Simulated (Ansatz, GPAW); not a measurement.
**Work function of Se/Fe(110) at several levels**

Wanted: work functions and dipole of Se/Fe(110), with the cost of each level.

Method: Ansatz plane waves; slab in vacuum with a dipole correction, relaxation; PAW set soft_1, in the first sound run; inputs show where later runs differ, in GPAW 26.7.0 and Ansatz 0.2.0.

## 1. The structure

The cell holds 18 atoms: 16 Fe and 2 Se. Cell: a = 4.971 Å, b = 4.971 Å, c = 26.311 Å, α = 90.0°, β = 90.0°, γ = 70.5°. Vacuum lies along c.

## 2. Relaxation

The atoms are relaxed first, since the surface dipole, and with it the work function, follows the positions of the outer layers. The lowest 8 atoms are held at bulk positions and keep their forces.

input.yaml

```yaml
crystal:
  lattice:
    - [4.058792924, -2.87, 0.0]
    - [4.058792924, 2.87, 0.0]
    - [0.0, 0.0, 26.311270806]
  atoms:
    - { symbol: Fe, position: [0.0, 0.0, 0.3420587347], spin: 2.5 }
    - { symbol: Fe, position: [0.25, 0.25, 0.4191890442], spin: 2.5 }
    - { symbol: Fe, position: [0.0, 0.0, 0.4963193538], spin: 2.5 }
    - { symbol: Fe, position: [0.25, 0.25, 0.5734496633], spin: 2.5 }
    - { symbol: Fe, position: [0.0, 0.5, 0.3420587347], spin: 2.5 }
    - { symbol: Fe, position: [0.25, 0.75, 0.4191890442], spin: 2.5 }
    - { symbol: Fe, position: [0.0, 0.5, 0.4963193538], spin: 2.5 }
    - { symbol: Fe, position: [0.25, 0.75, 0.5734496633], spin: 2.5 }
    - { symbol: Fe, position: [0.5, 0.0, 0.3420587347], spin: 2.5 }
    - { symbol: Fe, position: [0.75, 0.25, 0.4191890442], spin: 2.5 }
    - { symbol: Fe, position: [0.5, 0.0, 0.4963193538], spin: 2.5 }
    - { symbol: Fe, position: [0.75, 0.25, 0.5734496633], spin: 2.5 }
    - { symbol: Fe, position: [0.5, 0.5, 0.3420587347], spin: 2.5 }
    - { symbol: Fe, position: [0.75, 0.75, 0.4191890442], spin: 2.5 }
    - { symbol: Fe, position: [0.5, 0.5, 0.4963193538], spin: 2.5 }
    - { symbol: Fe, position: [0.75, 0.75, 0.5734496633], spin: 2.5 }
    - { symbol: Se, position: [0.0, 0.0, 0.6579412653] }
    - { symbol: Se, position: [0.5, 0.5, 0.6579412653] }
magnetization:
  spin_polarized: true
kpoints:
  mp_grid: { grid: [7, 7, 1] }
hamiltonian:
  xc: pbe
  pseudopotentials: { kind: paw, azcp: { folder: soft_1 } }
scf:
  occupations: { method: fermi_dirac, width: 0.1 }
efield:
  axis: 3
  dipole_correction: true
  ramp_width: 0.05
relax:
  f_tol: 0.02
  max_steps: 60
  constraints: [{ sites: [0, 1, 4, 5, 8, 9, 12, 13] }]
output:
  write_potential: true
  write_density: true
  volumetric_format: npy
```

The run is started by

```bash
$ ansatz run input.yaml --threads 4 --pin off --max-ram 8192MiB --backend cpu --events-out ev --progress --plain --runs-dir out
```

Numbers of over 12 decimals in the logs are rounded to 6 here.

The program printed:

```text
Engine: ansatz 0.2.0, aarch64-unknown-linux-gnu
Pseudopotentials: kind: paw
Pseudopotential: Fe, paw, valence charge 16, recommended cutoff 420 eV (normal), soft_1/Fe.paw.azcp
Pseudopotential: Se, paw, valence charge 16, recommended cutoff 420 eV (normal), soft_1/Se.paw.azcp
Functional definition: PBE
  parameter kappa = 0.804
  parameter beta = 0.066725
  exchange = pbe_x(kappa = kappa, mu = beta*pi^2/3)
  correlation = pbe_c(beta = beta)
Crystal: 18 atoms, lattice volume = 612.986 Å³
Basis set: ecut = 420 eV, 12003 PW (Γ), exchange–correlation on 72×72×360 points (8 copies of the dense FFT grid, shifted against one another)
Bands: 197, of which v1, the nominal top of the filled ones, is band 144 counted from 1 (143 counted from 0)
Symmetry: 8 space group operations
k-points: 16 of 49
Non-local potential: Fe, projectors of the file, l = 0: 3, l = 1: 2, l = 2: 3, l = 3: 1
Non-local potential: Se, projectors of the file, l = 0: 2, l = 1: 2, l = 2: 3, l = 3: 1
PAW form: soft (Blöchl's): semilocal exchange-correlation on the pseudo side does not see the compensation charge
PAW one-centre angular grid: Fe, 590 points (default); XC on 64 Gauss nodes
PAW one-centre angular grid: Se, 590 points (default); XC on 64 Gauss nodes
Initial density: superposition of atomic densities (neutral atoms: chi_scale 0, normalization atom)
Starting moments: Σ|m| = 40 μB on 16 of 18 sites
Initial wavefunctions: pseudopotential atomic-orbital guess
Functional: x = pbe(κ = 0.804, μ = 0.219515), c = pbe(β = 0.066725)
SCF iter   1: F=—  HF=-82617.868168 eV  |F-HF|=—  |Δ(HF+E_count)|=         —  Δρ=3.60e-2 (↑1.60e-2 ↓3.60e-2)  dr2=8.49e1  dr2_m=1.63e0  M=37.993 μB ∫|m|=39.073 μB  β_m=1.00  ethr=3.10e-3  p=0.000 e·Å  D=2.48e-7 V/Å  ΔV_dip=-0.00 eV  dr2_dipole=1.45e1  V_vac-E_F(+/−)=7.21/7.21 eV  ⟨swp⟩=9.0  Hψ=30779  notcnv=0  defer=363
Mixer restart at iter 1: flushing history
efield: sawtooth ramp at fractional position 0.9750 (placed from the atoms, in the widest stretch of the axis that holds none; the zero of the levels goes with the place), width 0.0500; the density the first Hamiltonian is built on has a dipole p = 0.000 e·Å; the dipole correction subtracts the counter field D = 2.48e-7 V/Å, which shifts the + side's vacuum level by -0.00 eV against the − side's; the planar-averaged density in the ramp window peaks in size at 4.5e-6 e/Å³
preconditioner: auto → LDOS  [metal: Δε(μ)=0.022 eV  Ē_g=6.799 eV  σ=0.100 eV  W_gap=0.05  n_scr=136 (ndim 8)  ℏωp=17.7 eV  f_vac=0.566  D(μ)=18.40/eV (n_scr^D=122)]
spin=Collinear: LDOS preconditioning applied to the charge; magnetization (m = ρ↑ − ρ↓) channel mixes plain (no charge-response kernel on spin).
SCF iter   2: F=—  HF=-82612.267864 eV  |F-HF|=—  |Δ(HF+E_count)|=    5.60e0  Δρ=1.54e-2 (↑1.54e-2 ↓8.63e-3)  dr2=1.77e1  dr2_m=3.24e-1  M=38.271 μB ∫|m|=40.077 μB  β_m=0.34  ethr=3.10e-3  p=0.024 e·Å  D=7.20e-3 V/Å  ΔV_dip=-0.19 eV  dr2_dipole=4.12e0  V_vac-E_F(+/−)=6.12/6.31 eV  ⟨swp⟩=3.0  Hψ=10781  notcnv=0  defer=604
density mixer auto → msr1: a metal under ldos (density of states about μ 2.48 of a free-electron gas's, 136 screened modes)
SCF iter   3: F=—  HF=-82617.526067 eV  |F-HF|=—  |Δ(HF+E_count)|=    5.26e0  Δρ=5.41e-3 (↑5.41e-3 ↓4.04e-3)  dr2=1.11e0  dr2_m=6.00e-2  M=38.329 μB ∫|m|=40.105 μB  β_m=0.39  ethr=3.10e-3  p=0.039 e·Å  D=1.15e-2 V/Å  ΔV_dip=-0.30 eV  dr2_dipole=2.70e-1  V_vac-E_F(+/−)=5.33/5.63 eV  ⟨swp⟩=2.4  Hψ=8672  notcnv=0  defer=625
SCF iter   4: F=—  HF=-82620.352421 eV  |F-HF|=—  |Δ(HF+E_count)|=    2.83e0  Δρ=4.74e-3 (↑4.74e-3 ↓2.90e-3)  dr2=2.82e-1  dr2_m=5.98e-2  M=38.780 μB ∫|m|=40.546 μB  β_m=0.66  ethr=3.87e-4  p=0.038 e·Å  D=1.12e-2 V/Å  ΔV_dip=-0.29 eV  dr2_dipole=6.07e-2  V_vac-E_F(+/−)=4.95/5.24 eV  ⟨swp⟩=2.2  Hψ=9682  notcnv=0  defer=628
SCF iter   5: F=—  HF=-82621.669341 eV  |F-HF|=—  |Δ(HF+E_count)|=         —  Δρ=7.84e-3 (↑7.84e-3 ↓5.64e-3)  dr2=3.38e-1  dr2_m=2.37e-1  M=40.309 μB ∫|m|=41.968 μB  β_m=0.66  ethr=9.79e-5  p=0.008 e·Å  D=2.30e-3 V/Å  ΔV_dip=-0.06 eV  dr2_dipole=1.46e-1  V_vac-E_F(+/−)=4.93/4.99 eV  ⟨swp⟩=2.1  Hψ=10706  notcnv=0  defer=640
SCF iter   6: F=—  HF=-82621.756961 eV  |F-HF|=—  |Δ(HF+E_count)|=   8.76e-2  Δρ=2.97e-3 (↑2.97e-3 ↓2.33e-3)  dr2=6.07e-2  dr2_m=3.36e-2  M=40.339 μB ∫|m|=42.026 μB  β_m=0.81  ethr=9.79e-5  p=-0.013 e·Å  D=-3.94e-3 V/Å  ΔV_dip=0.10 eV  dr2_dipole=2.32e-2  V_vac-E_F(+/−)=4.99/4.89 eV  ⟨swp⟩=2.1  Hψ=9747  notcnv=0  defer=642
SCF iter   7: F=—  HF=-82621.781517 eV  |F-HF|=—  |Δ(HF+E_count)|=   2.46e-2  Δρ=2.89e-3 (↑2.89e-3 ↓9.07e-4)  dr2=6.74e-2  dr2_m=1.21e-2  M=40.431 μB ∫|m|=42.155 μB  β_m=0.61  ethr=2.11e-5  p=-0.022 e·Å  D=-6.56e-3 V/Å  ΔV_dip=0.17 eV  dr2_dipole=8.20e-3  V_vac-E_F(+/−)=4.98/4.81 eV  ⟨swp⟩=2.9  Hψ=12696  notcnv=0  defer=644
SCF iter   8: F=—  HF=-82621.764941 eV  |F-HF|=—  |Δ(HF+E_count)|=   1.66e-2  Δρ=2.96e-4 (↑2.96e-4 ↓2.30e-4)  dr2=7.22e-4  dr2_m=2.37e-4  M=40.365 μB ∫|m|=42.102 μB  β_m=0.60  ethr=2.11e-5  p=-0.030 e·Å  D=-8.93e-3 V/Å  ΔV_dip=0.23 eV  dr2_dipole=2.56e-6  V_vac-E_F(+/−)=5.01/4.77 eV  ⟨swp⟩=2.0  Hψ=9774  notcnv=0  defer=644
SCF iter   9: F=—  HF=-82621.764990 eV  |F-HF|=—  |Δ(HF+E_count)|=   4.92e-5  Δρ=1.37e-4 (↑1.37e-4 ↓1.18e-4)  dr2=2.91e-4  dr2_m=5.81e-5  M=40.378 μB ∫|m|=42.122 μB  β_m=0.66  ethr=2.51e-7  p=-0.032 e·Å  D=-9.43e-3 V/Å  ΔV_dip=0.25 eV  dr2_dipole=1.60e-5  V_vac-E_F(+/−)=5.01/4.76 eV  ⟨swp⟩=3.0  Hψ=13176  notcnv=0  defer=642
SCF iter  10: F=—  HF=-82621.765013 eV  |F-HF|=—  |Δ(HF+E_count)|=   2.28e-5  Δρ=5.26e-5 (↑5.26e-5 ↓3.89e-5)  dr2=4.13e-5  dr2_m=4.52e-6  M=40.378 μB ∫|m|=42.131 μB  β_m=0.58  ethr=1.01e-7  p=-0.035 e·Å  D=-1.02e-2 V/Å  ΔV_dip=0.27 eV  dr2_dipole=7.74e-7  V_vac-E_F(+/−)=5.01/4.74 eV  ⟨swp⟩=2.1  Hψ=8502  notcnv=0  defer=642
SCF iter  11: F=—  HF=-82621.765018 eV  |F-HF|=—  |Δ(HF+E_count)|=   4.90e-6  Δρ=2.39e-5 (↑2.39e-5 ↓1.76e-5)  dr2=6.26e-6  dr2_m=1.14e-6  M=40.380 μB ∫|m|=42.133 μB  β_m=0.57  ethr=1.43e-8  p=-0.035 e·Å  D=-1.04e-2 V/Å  ΔV_dip=0.27 eV  dr2_dipole=3.34e-9  V_vac-E_F(+/−)=5.00/4.73 eV  ⟨swp⟩=2.6  Hψ=9021  notcnv=0  defer=642
SCF iter  12: F=—  HF=-82621.765020 eV  |F-HF|=—  |Δ(HF+E_count)|=   2.02e-6  Δρ=2.20e-5 (↑2.20e-5 ↓7.90e-6)  dr2=3.41e-6  dr2_m=8.81e-7  M=40.379 μB ∫|m|=42.132 μB  β_m=0.58  ethr=2.17e-9  p=-0.036 e·Å  D=-1.05e-2 V/Å  ΔV_dip=0.28 eV  dr2_dipole=3.32e-7  V_vac-E_F(+/−)=5.01/4.73 eV  ⟨swp⟩=3.2  Hψ=11594  notcnv=0  defer=642
[...]
relax step   5: F+E_penalty+E_count = -82622.90611552 eV  Δ(F+E_penalty+E_count) = -8.995e-3 eV  max|allowed force component| = 1.931e-2 eV/Å  Δτ_max = 0.0346 Å  (9 SCF iters, dr2 threshold 2.02e-6 eV, accepted)
iter 1 solved again at ethr=2.15e-11 eV; its pass at ethr=3.10e-3 eV (dr2=6.19e-8 eV) is discarded
SCF iter   1: F=—  HF=-82622.906116 eV  |F-HF|=—  |Δ(HF+E_count)|=         —  Δρ=3.28e-6 (↑3.28e-6 ↓1.75e-6)  dr2=6.19e-8  dr2_m=2.02e-8  M=38.497 μB ∫|m|=40.368 μB  β_m=1.00  ethr=2.15e-11  p=0.024 e·Å  D=7.19e-3 V/Å  ΔV_dip=-0.19 eV  dr2_dipole=2.30e-9  V_vac-E_F(+/−)=4.54/4.72 eV  ⟨swp⟩=1.2  Hψ=14809  notcnv=0  defer=681
efield: sawtooth ramp at fractional position 0.9750 (handed on by an earlier solve), width 0.0500; the density the first Hamiltonian is built on has a dipole p = 0.024 e·Å; the dipole correction subtracts the counter field D = 7.19e-3 V/Å, which shifts the + side's vacuum level by -0.19 eV against the − side's; the planar-averaged density in the ramp window peaks in size at 6.6e-6 e/Å³
preconditioner: auto → LDOS  [metal: Δε(μ)=0.008 eV  Ē_g=6.646 eV  σ=0.100 eV  W_gap=0.02  n_scr=64 (ndim 8)  ℏωp=17.7 eV  f_vac=0.590  D(μ)=17.72/eV (n_scr^D=118)]
spin=Collinear: LDOS preconditioning applied to the charge; magnetization (m = ρ↑ − ρ↓) channel mixes plain (no charge-response kernel on spin).
SCF iter   2: F=-82622.906116 eV  HF=-82622.906116 eV  |F-HF|=8.57e-8  |Δ(HF+E_count)|=   6.62e-9  Δρ=2.16e-6 (↑1.10e-6 ↓2.16e-6)  dr2=9.39e-8  dr2_m=3.26e-9  M=38.497 μB ∫|m|=40.368 μB  ethr=2.15e-11  p=0.024 e·Å  D=7.19e-3 V/Å  ΔV_dip=-0.19 eV  dr2_dipole=7.30e-9  V_vac-E_F(+/−)=4.54/4.72 eV  ⟨swp⟩=7.9  Hψ=39828  notcnv=0
SCF 6 converged in 2 iterations: F = -82622.906116 eV  dr2 = 9.39e-8
relax step   6: F+E_penalty+E_count = -82622.90611596 eV  Δ(F+E_penalty+E_count) = -4.436e-7 eV  max|allowed force component| = 1.928e-2 eV/Å  Δτ_max = 0.0000 Å  (2 SCF iters, accepted)
NSCF: frozen V_eff on 16 k-points
the band table was solved once a step of the walk had ended and its energy, with any forces and stress, was formed, with the checks that follow a solve (32097 applications of the Hamiltonian). They found nothing against the state; the energy, forces and stress were not computed again (output.eigenvalues in the input reference)
WARN: The output density's exchange-correlation potential varies sharply where the density is thin. Do not read a vacuum level from v_tot or v_xc, or from such a field of the output density. On a cell that repeats whose density bears no net charge and no dipole along the vacuum's axis use v_es (v_loc + v_h of the components); under efield.dipole_correction with no amplitude use v_es + v_field, which holds any externa [...]
SCF converged after 2 iterations
Stability not checked: this state was not tested for a lower state beside it, because the mixer in use, unlike msr1, does not test its closes by its own steps (another_mixer; see scf.mixing.algorithm and scf.lower_state_search)
Magnetization: 38.4971 μB (163.2485 up, 124.7515 down)
Absolute magnetization: 40.3705 μB (∫|ρ↑−ρ↓|, with the PAW one-centre terms)
Spin contamination: 0.7764 ħ² per cell (⟨S²⟩ above its minimum at these occupations)
Per-site moments (μB) at R_I (Å): [(2.667553, 1.025266), (2.427310, 1.023541), (2.343646, 0.997172), (2.560555, 1.027287), (2.657059, 1.025266), (2.420967, 1.011206), (2.419629, 1.023541), (1.883901, 0.959651), (2.657059, 1.025266), (2.420967, 1.011206), (2.419629, 1.023541), (1.883901, 0.959651), (2.667553, 1.025266), (2.427310, 1.023541), (2.343646, 0.997172), (2.560555, 1.027287), (-0.025875, 0.959651), (-0.025875, 0.959651)]
Free energy (F): -82622.906116 eV
Harris-Foulkes:  -82622.906116 eV  (|F-HF|=8.57e-8)
Internal energy: -82622.322150 eV  (E = F + TS)
E sigma→0 (E₀):  -82622.614133 eV
Entropy (-TS):   -0.583966 eV (-32.443 meV/atom)
Fermi energy:    3.326054 eV
Dipole field:    D = 0.007123 V/Å  (p = 0.024128 e·Å, saw-weighted, corrected)
Work function:   Φ+ = 4.5364 eV   Φ− = 4.7238 eV
Levels:          The Fermi level and band energies are counted from a zero that moves with the ramp; work functions are not
--- Per-component energies (eV) ---
  E_band       = -8217.203912
  E_kinetic    = 5493.443729
  E_local      = -647193.062875  (includes V_loc(G=0)·N_el)
  E_nonlocal   = 3945.314466
  E_hartree    = 318787.942047
  E_xc         = -1929.543569
  E_vxc        = -2439.858259  (∫ρ·V_xc dr)
  E_paw        = -26383.849994  (= ΣΔE_a)
  E_vpaw       = -5600.186754  (= ΣTr[D̂ρ^β])
  E_aug_tail   = -0.017606  (compensation charges beyond the density's cutoff)
  E_efield     = 0.000086  (sawtooth field / dipole correction)
  E_vefield    = 1.230325  (∫n·V_field dr)
  E_ewald      = 264657.451567
  E_smearing   = -0.583966  (= −TS)
  E_closure    = -0.000000  (closes the sum)
  Σ components = -82622.906116   (vs F -82622.906116, Δ=0.00e0)
--- Forces (eV/Å), atoms counted from 1 ---
  atom   1  Fe     0.00000000    -0.00000000     0.23717076
  atom   2  Fe    -0.00000000     0.00000000    -0.09539771
  atom   3  Fe    -0.00000000     0.00000000    -0.01928129
  atom   4  Fe    -0.00000000    -0.00000000     0.00544536
  atom   5  Fe    -0.00000000     0.00000000     0.21272403
  atom   6  Fe     0.00000000    -0.00000000    -0.36476107
  atom   7  Fe     0.00000000     0.00000000     0.01132451
  atom   8  Fe    -0.00000000     0.00000000     0.01343439
  atom   9  Fe     0.00000000     0.00000000     0.21272403
  atom  10  Fe     0.00000000    -0.00000000    -0.36476107
  atom  11  Fe     0.00000000     0.00000000     0.01132451
  atom  12  Fe     0.00000000     0.00000000     0.01343439
  atom  13  Fe     0.00000000    -0.00000000     0.23717076
  atom  14  Fe    -0.00000000     0.00000000    -0.09539771
  atom  15  Fe     0.00000000     0.00000000    -0.01928129
  atom  16  Fe     0.00000000     0.00000000     0.00544536
  atom  17  Se     0.00000000    -0.00000000    -0.00061996
  atom  18  Se    -0.00000000    -0.00000000    -0.00061996
  max |Σ_I F_I| component: 7.80e-5 eV/Å
--- Band table (eV; the first three rows and the last of 32) ---
  k-point 0 ↑: bands = [... 140 lower, 2.1969, 2.2071, 2.2297, 2.3169, 2.3270, 2.3333, 2.3887, 2.3912, ... 49 higher]
  k-point 1 ↑: bands = [... 140 lower, 2.1739, 2.1903, 2.2258, 2.2618, 2.2735, 2.2740, 2.3192, 2.3296, ... 49 higher]
  k-point 2 ↑: bands = [... 140 lower, 2.1304, 2.1498, 2.1950, 2.1997, 2.2369, 2.2734, 2.2776, 2.3175, ... 49 higher]
  k-point 15 ↓: bands = [... 140 lower, 4.3846, 4.4549, 4.4911, 4.5087, 4.5393, 4.6412, 4.6600, 4.6600, ... 49 higher]
--- Relaxed structure (6 steps of the walk, 6 accepted, 0 SCFs on fresh bases) ---
  F+E_penalty+E_count = -82622.90611596 eV   max|allowed force component| = 1.928e-2 eV/Å
  atoms:
    - { symbol: Fe, position: [0.0, 0.0, 0.342059] }
    - { symbol: Fe, position: [0.25, 0.25, 0.4191890442] }
    - { symbol: Fe, position: [0, 0, 0.494727] }
    - { symbol: Fe, position: [0.25, 0.25, 0.574599] }
    - { symbol: Fe, position: [0.0, 0.5, 0.342059] }
    - { symbol: Fe, position: [0.250000, 0.75, 0.4191890442] }
    - { symbol: Fe, position: [0.0, 0.5, 0.496125] }
    - { symbol: Fe, position: [0.250000, 0.75, 0.568665] }
    - { symbol: Fe, position: [0.5, 0.0, 0.342059] }
    - { symbol: Fe, position: [0.75, 0.250000, 0.4191890442] }
    - { symbol: Fe, position: [0.5, 0.0, 0.496125] }
    - { symbol: Fe, position: [0.75, 0.250000, 0.568665] }
    - { symbol: Fe, position: [0.5, 0.5, 0.342059] }
    - { symbol: Fe, position: [0.75, 0.75, 0.4191890442] }
    - { symbol: Fe, position: [0.5, 0.5, 0.494727] }
    - { symbol: Fe, position: [0.75, 0.75, 0.574599] }
    - { symbol: Se, position: [0, 0, 0.638260] }
    - { symbol: Se, position: [0.5, 0.5, 0.638260] }
```

Wall time 14 min (4 threads of Arm Neoverse V2, shared host); peak memory 4.1 GiB; 52 min of CPU time.

Relaxation path:

| step | energy less that of the first step (eV) | largest force component (eV/Å) |
| --- | --- | --- |
| 1 | 0.0000 | 1.9330 |
| 2 | -0.7304 | 1.3826 |
| 3 | -1.0641 | 0.5010 |
| 4 | -1.1321 | 0.1500 |
| 5 | -1.1411 | 0.0193 |
| 6 | -1.1411 | 0.0193 |

The run keeps the 8 symmetry operations that it works with, so distortions that break them were not tested.

The atoms that moved most (Å):

| atom | dx | dy | dz | length |
| --- | --- | --- | --- | --- |
| Se18 | 0.000 | 0.000 | -0.518 | 0.518 |
| Se17 | 0.000 | 0.000 | -0.518 | 0.518 |
| Fe8 | 0.000 | 0.000 | -0.126 | 0.126 |
| Fe12 | 0.000 | 0.000 | -0.126 | 0.126 |
| Fe15 | 0.000 | 0.000 | -0.042 | 0.042 |
| Fe3 | 0.000 | 0.000 | -0.042 | 0.042 |
| Fe4 | 0.000 | 0.000 | 0.030 | 0.030 |
| Fe16 | 0.000 | 0.000 | 0.030 | 0.030 |

This step gave:

- free energy: -82622.9061 eV
- smearing term TS: 0.5840 eV
- magnetization: 38.50 μB
- absolute magnetization: 40.37 μB
- symmetry operations: 8
- upper work function: 4.536 eV
- lower work function: 4.724 eV
- dipole along the normal: 0.02413 e·Å
- dipole field: 0.007123 V/Å
- vacuum level above: 7.862 eV
- vacuum level below: 8.050 eV

The electrostatic potential energy of an electron (with the applied field's), less the Fermi level, planar mean by z:

| z (Å) | electrostatic potential energy of an electron (with the applied field's), less the Fermi level, planar mean (eV) |
| --- | --- |
| 0.0 | 4.63 |
| 0.5 | 4.70 |
| 1.0 | 4.72 |
| 1.5 | 4.72 |
| 2.0 | 4.72 |
| 2.5 | 4.72 |
| 3.0 | 4.72 |
| 3.5 | 4.72 |
| 4.0 | 4.72 |
| 4.5 | 4.72 |
| 5.0 | 4.72 |
| 5.5 | 4.72 |
| 6.0 | 4.70 |
| 6.5 | 4.62 |
| 7.0 | 4.38 |
| 7.5 | 3.53 |
| 8.0 | 0.623 |
| 8.5 | -11.2 |
| 9.0 | -18.8 |
| 9.5 | -11.0 |
| 10.0 | -1.11 |
| 10.5 | -10.2 |
| 11.0 | -18.7 |
| 11.5 | -11.7 |
| 12.0 | -1.17 |
| 12.5 | -9.98 |
| 13.0 | -18.8 |
| 13.5 | -12.0 |
| 14.0 | -1.48 |
| 14.5 | -9.88 |
| 15.0 | -18.7 |
| 15.5 | -12.9 |
| 16.0 | -3.59 |
| 16.5 | -2.80 |
| 17.0 | -2.10 |
| 17.5 | -0.447 |
| 18.0 | 3.35 |
| 18.5 | 4.27 |
| 19.0 | 4.48 |
| 19.5 | 4.52 |
| 20.0 | 4.53 |
| 20.5 | 4.53 |
| 21.0 | 4.54 |
| 21.5 | 4.54 |
| 22.0 | 4.54 |
| 22.5 | 4.54 |
| 23.0 | 4.54 |
| 23.5 | 4.54 |
| 24.0 | 4.54 |
| 24.5 | 4.54 |
| 25.0 | 4.54 |
| 25.5 | 4.54 |
| 26.0 | 4.59 |

The valence density, planar mean (density) oscillates, so the rows of the table below give means over windows of 1.97 Å about each position, cut where the curve ends. Its maxima inside the range that stand out by 2 % of the span (Å: e/Å³): 9.1: 3.22, 11.0: 3.20, 13.0: 3.26, 15.1: 3.19, 16.8: 1.85. Its minima: 10.1: 0.300, 12.0: 0.307, 14.0: 0.311, 16.1: 0.345.

Table of valence density, planar mean by z; means over each step:

| z (Å) | density (e/Å³) | rho spin (e/Å³) |
| --- | --- | --- |
| 4.93 | 1.6e-4 | -7.3e-6 |
| 6.90 | 0.0204 | 0.00274 |
| 8.87 | 1.35 | 0.233 |
| 10.84 | 1.39 | 0.206 |
| 12.80 | 1.39 | 0.203 |
| 14.78 | 1.39 | 0.189 |
| 16.75 | 0.721 | 0.00505 |
| 18.71 | 0.0225 | 2.7e-4 |
| 20.69 | 6.4e-5 | 4.1e-6 |

Site moment by atom:

| atom | site moment (μB) |
| --- | --- |
| Fe1 | 2.67 |
| Fe2 | 2.43 |
| Fe3 | 2.34 |
| Fe4 | 2.56 |
| Fe5 | 2.66 |
| Fe6 | 2.42 |
| Fe7 | 2.42 |
| Fe8 | 1.88 |
| Fe9 | 2.66 |
| Fe10 | 2.42 |
| Fe11 | 2.42 |
| Fe12 | 1.88 |
| Fe13 | 2.67 |
| Fe14 | 2.43 |
| Fe15 | 2.34 |
| Fe16 | 2.56 |
| Se17 | -0.03 |
| Se18 | -0.03 |

The relaxation lowered the energy of the cell by 1.14 eV.

(Continued in part 2 of 3.)

[Logs are printed without paths, hosts, clocks, repeated set-up lines and the standing remarks that a program may print on its own settings, such as how far it seeks lower states.]

[Hosts, paths, dates, database ids (printed as entryN), source tags and the programs' standing remarks are cut or masked in the printed files.]
